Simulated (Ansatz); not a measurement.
**NaPrSe2 (R-3m): how robust is the cRPA U?**

Aim: hold the target of a cRPA run on NaPrSe2 (R-3m) and move one thing at a time.

Main program and level: Ansatz 0.2.0; constrained RPA on LDA, plane waves, PAW.

Report form: the programs' logs are mostly left out.

## Step 1: Set-up

The structure is trigonal, space group R-3m (No. 166). Conventional cell: a = 4.303 Å, b = 4.303 Å, c = 20.791 Å, α = 90.00°, β = 90.00°, γ = 120.00°. Nearest to Na lie 6 Se at 3.07 Å. Nearest to Pr lie 6 Se at 2.99 Å. Nearest to Se lie 3 Pr at 2.99 Å and 3 Na at 3.07 Å. Farther neighbours and most contacts between anions are not listed.

The cell and positions are those that the Materials Project relaxed with its own functionals (PBE, PBE+U or r2SCAN), kept fixed. Spin-orbit coupling is left out unless a step names it. The default PAW set here is soft_2. Its files were made with PBE.

## Step 2: Base: Pr f, bands v1 to c6, 4×4×4 mesh, medium accuracy

Constrained RPA screens the interaction with every transition except those inside the target bands, which a later many-body model would treat itself.

Contents of input.yaml:

```yaml
crystal:
  lattice:
    - [2.98688984, 6.02968379, 2.98688984]
    - [2.98688984, 2.98688984, 6.02968379]
    - [6.02968379, 2.98688984, 2.98688984]
  atoms:
    - { symbol: Na, position: [0.5, 0.5, 0.5] }
    - { symbol: Pr, position: [0.0, 0.0, 0.0] }
    - { symbol: Se, position: [0.74673328, 0.74673328, 0.74673328] }
    - { symbol: Se, position: [0.25326672, 0.25326672, 0.25326672] }
kpoints:
  mp_grid: { grid: [8, 8, 8] }
hamiltonian:
  xc: lda
scf:
  occupations: { method: gaussian, width: 0.08 }
  n_extra_bands: 21
  max_iter: 150
output:
  crpa:
    kmesh: [4, 4, 4]
    target_bands: [v1, c6]
    projections: [{ species: Pr, l: f, shell: 4 }]
  local_orbitals:
    kmesh: [8, 8, 8]
    orbitals: [{ species: Pr, l: f, shell: 4 }]
    window: { bands: [v1, c6] }
    seedname: lo
```

Run with:

```
ansatz run input.yaml --threads 4 --pin off --max-ram 9216MiB --backend cpu --events-out ev --progress --plain --runs-dir out
```

Elapsed: 11 min, on 4 threads of Arm Neoverse V1, shared host; peak memory 1.2 GiB.

This step gave:

| Item | Value |
| --- | --- |
| U | 4.034 eV |
| U prime (inter-orbital) | 3.028 eV |
| J | 0.4841 eV |
| bare V | 23.51 eV |
| bare J | 0.6277 eV |
| stated bound on U | 0.01370 eV |
| U over bare V | 0.1716 |
| electrons in the window | 2.000 |
| head of the constrained inverse dielectric matrix | 0.1581 |
| least eigenvalue of the projection's overlap | 0.7398 |
| target functions | 7 |
| bands in the sums | 66 |
| r.m.s. miss of the model bands | 0.002961 eV |
| width of the target bands | 0.5596 eV |
| weight of the projected orbitals in the window | 0.9399 |

On the Pr f shell, screening brings the on-site interaction from 23.5 eV down to U = 4.03 eV.

## Step 3: Changed: 2×2×2 mesh

Edit input.yaml of step 2 so:

```diff
@@ -20,9 +20,4 @@
   crpa:
-    kmesh: [4, 4, 4]
+    kmesh: [2, 2, 2]
     target_bands: [v1, c6]
     projections: [{ species: Pr, l: f, shell: 4 }]
-  local_orbitals:
-    kmesh: [8, 8, 8]
-    orbitals: [{ species: Pr, l: f, shell: 4 }]
-    window: { bands: [v1, c6] }
-    seedname: lo
```

Wall time 42 s (4 threads); peak memory 1 GiB; 2.7 min of CPU time.

This step gave:

* U: 3.915 eV
* U prime (inter-orbital): 2.907 eV
* J: 0.4865 eV
* bare V: 23.82 eV
* bare J: 0.6356 eV
* stated bound on U: 0.01316 eV
* U over bare V: 0.1644
* electrons in the window: 2.000
* head of the constrained inverse dielectric matrix: 0.1297
* least eigenvalue of the projection's overlap: 0.7398
* target functions: 7
* bands in the sums: 66
* width of the target bands: 0.5596 eV
* weight of the projected orbitals in the window: 0.9399

On the Pr f shell, screening brings the on-site interaction from 23.8 eV down to U = 3.91 eV.

## Step 4: Changed: more bands than orbitals

Edit input.yaml of step 3 so:

```diff
@@ -20,4 +20,4 @@
   crpa:
-    kmesh: [2, 2, 2]
-    target_bands: [v1, c6]
+    kmesh: [4, 4, 4]
+    target_bands: [v1, c7]
     projections: [{ species: Pr, l: f, shell: 4 }]
```

Wall time 0.18 s (4 threads); peak memory 0.098 GiB.

The program refused the input before any cycle.

The program's message: “Error: invalid value for `output.crpa.projections`: 7 orbital(s) selected but the target window spans 8 band(s); name one orbital per band of it”

The fault put into this input: more bands than orbitals.

## Step 5: Side by side

Times are wall times on 4 threads of Arm Neoverse V1, shared host, good to a factor of about two.

```
          run  bare V (eV)  U (eV)  J (eV)  bound on U (eV)  width (eV)    time
target window        23.51   4.034   0.484           0.0137        0.56  11 min
   2×2×2 mesh        23.82   3.915   0.486           0.0132        0.56    42 s
```

## Step 6: Summary of results

* target window: U 4.03 eV, J 0.48 eV
* 2×2×2 mesh: U 3.91 eV, J 0.49 eV

2×2×2 mesh moves U by −0.12 eV at 0.062 times the time. The printed bound covers the solver alone, not the mesh, and no denser mesh than the base was run. The parent state is non-magnetic and the interaction static (zero frequency); U depends on the window and the orbitals, so it belongs to this model alone.

[Paths, hosts, dates, memory and timing lines, banners, echoed tables and standing remarks are left out of the program output.]

[Logs are printed without paths, hosts, clocks, repeated set-up lines and the standing remarks that a program may print on its own settings, such as how far it seeks lower states.]

[Runs of the session that timed out or met a known fault of the program may be left out.]

[Hosts, paths, dates, database ids (printed as entryN), source tags and the programs' standing remarks are cut or masked in the printed files.]
